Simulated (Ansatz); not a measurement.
G0W0 rungs for Bi2Te2Pb2S3 (P-3m1).

```xyz
9
Lattice="4.2579 0.0000 0.0000 -2.1289 3.6874 0.0000 0.0000 0.0000 16.9431" Properties=species:S:1:pos:R:3 pbc="T T T"
Bi    0.0000    0.0000    3.3000
Bi    0.0000    0.0000   13.6431
Te    0.0000    2.4583   15.4284
Te    2.1289    1.2291    1.5147
Pb    0.0000    2.4583   10.1867
Pb    2.1289    1.2291    6.7564
S     0.0000    2.4583    5.0519
S     2.1289    1.2291   11.8912
S     0.0000    0.0000    8.4716
```

The cell and positions come from the Crystallography Open Database and are kept as given unless a step says otherwise. Spin-orbit coupling is left out unless a run names it.

Runs so far (Ansatz 0.2.0, start PBE, PAW set soft_1 files, 6×6×1 mesh). Times are wall times on 1 × NVIDIA H100 80GB HBM3 (shared by 6 runs) with 2 threads of AMD EPYC 7R13 (Zen 3), shared host, good to a factor of about two.

```tsv
bands summed	cutoff (eV)	gap on the mesh (eV)	time
267	50	0.471	14 s
658	100	0.597	36 s
```

**Question.** What should the next rung give, with 1163 bands and screening to 150 eV, and where is the limit?

The error falls about as one over the bands when the cutoff rises with them. A line through the two highest rungs given predicts 0.634 eV; the run gave 0.711 eV, a miss of 0.077 eV, so the law fails here: the steps don't follow it yet. The two highest rungs put the limit near 0.860 eV, the pair below near 0.683 eV; neither can be trusted until a further rung is run.

Gaps are over the mesh's points; an edge off the mesh would be missed. Limits: not at the basis limit; model gap, bands may invert with spin-orbit coupling; no spin-orbit coupling; coarse k mesh.

[Paths, hosts, dates, memory and timing lines, banners, echoed tables and standing remarks are left out of the program output.]

[Logs are printed without paths, hosts, clocks, repeated set-up lines and the standing remarks that a program may print on its own settings, such as how far it seeks lower states.]

[Runs of the session that timed out or met a known fault of the program may be left out.]

[Cells called generated may have been cut or substituted from an entry of the Crystallography Open Database or the Materials Project.]

[Hosts, paths, dates, database ids (printed as entryN), source tags and the programs' standing remarks are cut or masked in the printed files.]
